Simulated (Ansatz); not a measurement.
**ScF3 (Pm-3m): how robust is the cRPA U?**

Wanted: the sensitivity and cost of U and J for ScF3 (Pm-3m).

Method: constrained RPA on LDA, plane waves, PAW, in Ansatz 0.2.0.

Most raw output is cut from this account.

## Step 1: The structure

Symmetry: Pm-3m, No. 221, cubic system. Conventional cell: a = 4.012 Å, b = 4.012 Å, c = 4.012 Å, α = 90.00°, β = 90.00°, γ = 90.00°. Nearest to Sc lie 6 F at 2.01 Å. F has 2 Sc at 2.01 Å nearest. Farther neighbours and most contacts between anions are not listed.

Structure file:

```cif
data_structure
_symmetry_space_group_name_H-M 'P 1'
_symmetry_Int_Tables_number 1
_cell_length_a 4.0125
_cell_length_b 4.0125
_cell_length_c 4.0125
_cell_angle_alpha 90.000
_cell_angle_beta 90.000
_cell_angle_gamma 90.000
_cell_volume 64.60
loop_
_atom_site_label
_atom_site_type_symbol
_atom_site_fract_x
_atom_site_fract_y
_atom_site_fract_z
_atom_site_occupancy
Sc1 Sc 0.00000 0.00000 0.00000 1
F2 F 0.50000 0.00000 0.00000 1
F3 F 0.00000 0.50000 0.00000 1
F4 F 0.00000 0.00000 0.50000 1
```

The cell and positions come from the Crystallography Open Database and are kept as given unless a step says otherwise. The default PAW set here is soft_2. Its files were made with PBE.

## Step 2: Base: Sc t2g, bands c1 to c3, 4×4×4 mesh, medium accuracy

Constrained RPA screens the interaction with every transition except those inside the target bands, which a later many-body model would treat itself.

File input.yaml:

```yaml
crystal:
  lattice:
    - [-4.01245, 0.0, 0.0]
    - [0.0, 0.0, -4.01245]
    - [0.0, -4.01245, 0.0]
  atoms:
    - { symbol: Sc, position: [0.0, 0.0, 0.0] }
    - { symbol: F, position: [0.5, 0.0, 0.0] }
    - { symbol: F, position: [0.0, 0.5, 0.0] }
    - { symbol: F, position: [0.0, 0.0, 0.5] }
kpoints:
  mp_grid: { grid: [8, 8, 8] }
hamiltonian:
  xc: lda
scf:
  occupations: { method: gaussian, width: 0.08 }
  n_extra_bands: 19
  max_iter: 150
output:
  crpa:
    kmesh: [4, 4, 4]
    target_bands: [c1, c3]
    projections: [{ species: Sc, l: d, shell: 3, orbitals: [dxz, dyz, dxy] }]
  local_orbitals:
    kmesh: [8, 8, 8]
    orbitals: [{ species: Sc, l: d, shell: 3, orbitals: [dxz, dyz, dxy] }]
    window: { bands: [c1, c3] }
    seedname: lo
```

Launch:

```bash
$ ansatz run input.yaml --threads 4 --pin off --max-ram 9216MiB --backend cpu --events-out ev --progress --plain --runs-dir out
```

The job ended after 20 s (4 threads of Arm Neoverse V1, shared host; peak memory 0.48 GiB; 73 s of CPU time).

Numbers from this step:

```yaml
u: 7.070 eV
u_prime_inter_orbital: 6.129 eV
j: 0.4668 eV
bare_v: 15.95 eV
bare_j: 0.5907 eV
stated_bound_on_u: 0.009252 eV
u_over_bare_v: 0.4434
electrons_in_the_window: 0
head_of_the_constrained_inverse_dielectric_matrix: 0.4514
least_eigenvalue_of_the_projection_s_overlap: 0.7603
target_functions: 3
bands_in_the_sums: 38
r_m_s_miss_of_the_model_bands: 3.58e-5 eV
width_of_the_target_bands: 1.647 eV
weight_of_the_projected_orbitals_in_the_window: 0.8840
```

On the Sc t2g shell, screening brings the on-site interaction from 15.9 eV down to U = 7.07 eV.

## Step 3: Changed: 6×6×6 mesh

input.yaml, the sections that differ from step 2:

```yaml
output:
  crpa:
    kmesh: [6, 6, 6]
    target_bands: [c1, c3]
    projections: [{ species: Sc, l: d, shell: 3, orbitals: [dxz, dyz, dxy] }]
# crystal, kpoints, hamiltonian, scf: as in step 2
```

Elapsed: 1.7 min, on 4 threads; peak memory 0.65 GiB.

This step gave:

| Quantity | Value |
| --- | --- |
| U | 7.049 eV |
| U prime (inter-orbital) | 6.109 eV |
| J | 0.4668 eV |
| bare V | 15.93 eV |
| bare J | 0.5906 eV |
| stated bound on U | 0.009345 eV |
| U over bare V | 0.4424 |
| electrons in the window | 0 |
| head of the constrained inverse dielectric matrix | 0.4532 |
| least eigenvalue of the projection's overlap | 0.7603 |
| target functions | 3 |
| bands in the sums | 38 |
| width of the target bands | 1.647 eV |
| weight of the projected orbitals in the window | 0.8840 |

On the Sc t2g shell, screening brings the on-site interaction from 15.9 eV down to U = 7.05 eV.

## Step 4: Changed: 2×2×2 mesh

input.yaml: that of step 3 with these lines changed.

```diff
@@ -20,3 +20,3 @@
   crpa:
-    kmesh: [6, 6, 6]
+    kmesh: [2, 2, 2]
     target_bands: [c1, c3]
```

Wall time 4.6 s (4 threads); peak memory 0.41 GiB.

Numbers from this step:

* U: 7.207 eV
* U prime (inter-orbital): 6.259 eV
* J: 0.4687 eV
* bare V: 16.11 eV
* bare J: 0.5923 eV
* stated bound on U: 0.009011 eV
* U over bare V: 0.4474
* electrons in the window: 0
* head of the constrained inverse dielectric matrix: 0.4130
* least eigenvalue of the projection's overlap: 0.7603
* target functions: 3
* bands in the sums: 38
* width of the target bands: 1.647 eV
* weight of the projected orbitals in the window: 0.8840

On the Sc t2g shell, screening brings the on-site interaction from 16.1 eV down to U = 7.21 eV.

## Step 5: Changed: accuracy high

input.yaml: that of step 4 with these lines changed.

```diff
@@ -20,4 +20,5 @@
   crpa:
-    kmesh: [2, 2, 2]
+    kmesh: [4, 4, 4]
     target_bands: [c1, c3]
     projections: [{ species: Sc, l: d, shell: 3, orbitals: [dxz, dyz, dxy] }]
+    accuracy: high
```

Run time: 31 s. Hardware: 4 threads; peak memory 0.53 GiB; 1.9 min of CPU time.

Numbers from this step:

```
U                                                 : 7.070 eV
U prime (inter-orbital)                           : 6.130 eV
J                                                 : 0.4668 eV
bare V                                            : 15.95 eV
bare J                                            : 0.5907 eV
stated bound on U                                 : 7.49e-4 eV
U over bare V                                     : 0.4434
electrons in the window                           : 0
head of the constrained inverse dielectric matrix : 0.4514
least eigenvalue of the projection's overlap      : 0.7603
target functions                                  : 3
bands in the sums                                 : 38
width of the target bands                         : 1.647 eV
weight of the projected orbitals in the window    : 0.8840
```

On the Sc t2g shell, screening brings the on-site interaction from 15.9 eV down to U = 7.07 eV.

## Step 6: Changed: sums over states

input.yaml: that of step 5 with these lines changed.

```diff
@@ -23,2 +23,4 @@
     projections: [{ species: Sc, l: d, shell: 3, orbitals: [dxz, dyz, dxy] }]
-    accuracy: high
+    accuracy: sum_over_states
+    n_empty_bands: 32
+    ecut_chi: 136
```

It took 5.1 s on 4 threads; peak memory 0.42 GiB.

This variant gives U = 7.27 eV against 7.07 eV. It is a finite sum over empty states with no bound on its error and stays out of the table below.

## Step 7: Changed: spin-orbit coupling, which the program doesn't serve

This step: constrained RPA on LDA with spin-orbit coupling, plane waves, PAW.

input.yaml: that of step 6 with these lines changed.

```diff
@@ -18,2 +18,5 @@
   max_iter: 150
+magnetization:
+  noncollinear: true
+  spin_orbit: true
 output:
@@ -23,4 +26 @@
     projections: [{ species: Sc, l: d, shell: 3, orbitals: [dxz, dyz, dxy] }]
-    accuracy: sum_over_states
-    n_empty_bands: 32
-    ecut_chi: 136
```

Elapsed: 0.03 s, on 4 threads; peak memory 0.033 GiB.

The input was rejected at the start.

The program's message: “Error: output.crpa with magnetization.noncollinear: true — the cRPA pipeline runs scalar-band solve channels only (unpolarised or collinear) — spinor oscillator elements are not implemented; use a col …”

The fault put into this input: spin-orbit coupling, which the program doesn't serve.

## Step 8: Changed: volume -3 %

This step: constrained RPA on LDA, plane waves, PAW.

The cell differs from the one that the last finished run ended in (a 4.012 → 3.972 Å, b 4.012 → 3.972 Å, c 4.012 → 3.972 Å).

input.yaml: that of step 7 with these lines changed.

```diff
@@ -2,5 +2,5 @@
   lattice:
-    - [-4.01245, 0.0, 0.0]
-    - [0.0, 0.0, -4.01245]
-    - [0.0, -4.01245, 0.0]
+    - [-3.9719174308, 0.0, 0.0]
+    - [0.0, 0.0, -3.9719174308]
+    - [0.0, -3.9719174308, 0.0]
   atoms:
@@ -18,5 +18,2 @@
   max_iter: 150
-magnetization:
-  noncollinear: true
-  spin_orbit: true
 output:
@@ -26 +23,6 @@
     projections: [{ species: Sc, l: d, shell: 3, orbitals: [dxz, dyz, dxy] }]
+  local_orbitals:
+    kmesh: [8, 8, 8]
+    orbitals: [{ species: Sc, l: d, shell: 3, orbitals: [dxz, dyz, dxy] }]
+    window: { bands: [c1, c3] }
+    seedname: lo
```

It took 19 s on 4 threads; peak memory 0.48 GiB; 71 s of CPU time.

Numbers from this step:

| Property | Result |
| --- | --- |
| U | 7.070 eV |
| U prime (inter-orbital) | 6.134 eV |
| J | 0.4648 eV |
| bare V | 15.91 eV |
| bare J | 0.5885 eV |
| stated bound on U | 0.009104 eV |
| U over bare V | 0.4445 |
| electrons in the window | 0 |
| head of the constrained inverse dielectric matrix | 0.4496 |
| least eigenvalue of the projection's overlap | 0.7586 |
| target functions | 3 |
| bands in the sums | 38 |
| r.m.s. miss of the model bands | 3.13e-5 eV |
| width of the target bands | 1.751 eV |
| weight of the projected orbitals in the window | 0.8821 |

On the Sc t2g shell, screening brings the on-site interaction from 15.9 eV down to U = 7.07 eV.

## Step 9: Changed: volume +3 %

The cell differs from the one that the last finished run ended in (a 3.972 → 4.052 Å, b 3.972 → 4.052 Å, c 3.972 → 4.052 Å).

input.yaml: that of step 8 with these lines changed.

```diff
@@ -2,5 +2,5 @@
   lattice:
-    - [-3.9719174308, 0.0, 0.0]
-    - [0.0, 0.0, -3.9719174308]
-    - [0.0, -3.9719174308, 0.0]
+    - [-4.0521798115, 0.0, 0.0]
+    - [0.0, 0.0, -4.0521798115]
+    - [0.0, -4.0521798115, 0.0]
   atoms:
```

Run time: 23 s. Hardware: 4 threads; peak memory 0.49 GiB.

This step gave:

| Property | Result |
| --- | --- |
| U | 7.066 eV |
| U prime (inter-orbital) | 6.121 eV |
| J | 0.4686 eV |
| bare V | 15.98 eV |
| bare J | 0.5928 eV |
| stated bound on U | 0.009322 eV |
| U over bare V | 0.4421 |
| electrons in the window | 0 |
| head of the constrained inverse dielectric matrix | 0.4530 |
| least eigenvalue of the projection's overlap | 0.7621 |
| target functions | 3 |
| bands in the sums | 38 |
| r.m.s. miss of the model bands | 2.35e-5 eV |
| width of the target bands | 1.553 eV |
| weight of the projected orbitals in the window | 0.8857 |

On the Sc t2g shell, screening brings the on-site interaction from 16.0 eV down to U = 7.07 eV.

## Step 10: Changed: volume -6 %

The cell differs from the one that the last finished run ended in (a 4.052 → 3.931 Å, b 4.052 → 3.931 Å, c 4.052 → 3.931 Å).

input.yaml: that of step 9 with these lines changed.

```diff
@@ -2,5 +2,5 @@
   lattice:
-    - [-4.0521798115, 0.0, 0.0]
-    - [0.0, 0.0, -4.0521798115]
-    - [0.0, -4.0521798115, 0.0]
+    - [-3.9305402819, 0.0, 0.0]
+    - [0.0, 0.0, -3.9305402819]
+    - [0.0, -3.9305402819, 0.0]
   atoms:
```

Wall time 18 s (4 threads); peak memory 0.47 GiB; 68 s of CPU time.

Numbers from this step:

| Property | Result |
| --- | --- |
| U | 7.066 eV |
| U prime (inter-orbital) | 6.134 eV |
| J | 0.4628 eV |
| bare V | 15.86 eV |
| bare J | 0.5862 eV |
| stated bound on U | 0.009037 eV |
| U over bare V | 0.4454 |
| electrons in the window | 0 |
| head of the constrained inverse dielectric matrix | 0.4475 |
| least eigenvalue of the projection's overlap | 0.7569 |
| target functions | 3 |
| bands in the sums | 38 |
| r.m.s. miss of the model bands | 4.25e-5 eV |
| width of the target bands | 1.863 eV |
| weight of the projected orbitals in the window | 0.8800 |

On the Sc t2g shell, screening brings the on-site interaction from 15.9 eV down to U = 7.07 eV.

## Step 11: Side by side

Times are wall times on 4 threads of Arm Neoverse V1, shared host, good to a factor of about two.

| run | bare V (eV) | U (eV) | J (eV) | bound on U (eV) | width (eV) | time |
| --- | --- | --- | --- | --- | --- | --- |
| target window | 15.95 | 7.070 | 0.467 | 0.0093 | 1.65 | 20 s |
| 6×6×6 mesh | 15.93 | 7.049 | 0.467 | 0.0093 | 1.65 | 1.7 min |
| 2×2×2 mesh | 16.11 | 7.207 | 0.469 | 0.0090 | 1.65 | 4.6 s |
| accuracy high | 15.95 | 7.070 | 0.467 | 0.0007 | 1.65 | 31 s |
| volume -3 % | 15.91 | 7.070 | 0.465 | 0.0091 | 1.75 | 19 s |
| volume +3 % | 15.98 | 7.066 | 0.469 | 0.0093 | 1.55 | 23 s |
| volume -6 % | 15.86 | 7.066 | 0.463 | 0.0090 | 1.86 | 18 s |

## Step 12: Summary of results

| Property | Result |
| --- | --- |
| target window | U 7.07 eV, J 0.47 eV |
| 6×6×6 mesh | U 7.05 eV, J 0.47 eV |
| 2×2×2 mesh | U 7.21 eV, J 0.47 eV |
| accuracy high | U 7.07 eV, J 0.47 eV |
| volume -3 % | U 7.07 eV, J 0.46 eV |
| volume +3 % | U 7.07 eV, J 0.47 eV |
| volume -6 % | U 7.07 eV, J 0.46 eV |

6×6×6 mesh moves U by −0.02 eV at 5.0 times the time. 2×2×2 mesh moves U by +0.14 eV at 0.23 times the time. Accuracy high moves U by +0.001 eV (within the solver's bounds, for the mean over orbitals). Volume -3 % moves U by −0.0001 eV (within the solver's bounds, for the mean over orbitals). Volume +3 % moves U by −0.004 eV (within the solver's bounds, for the mean over orbitals). Volume -6 % moves U by −0.004 eV (within the solver's bounds, for the mean over orbitals). The printed bound covers the solver alone, not the mesh. The parent state is non-magnetic and the interaction static (zero frequency); U depends on the window and the orbitals, so it belongs to this model alone.

[Paths, hosts, dates, memory and timing lines, banners, echoed tables and standing remarks are left out of the program output.]

[Logs are printed without paths, hosts, clocks, repeated set-up lines and the standing remarks that a program may print on its own settings, such as how far it seeks lower states.]

[Runs of the session that timed out or met a known fault of the program may be left out.]

[Hosts, paths, dates, database ids (printed as entryN), source tags and the programs' standing remarks are cut or masked in the printed files.]
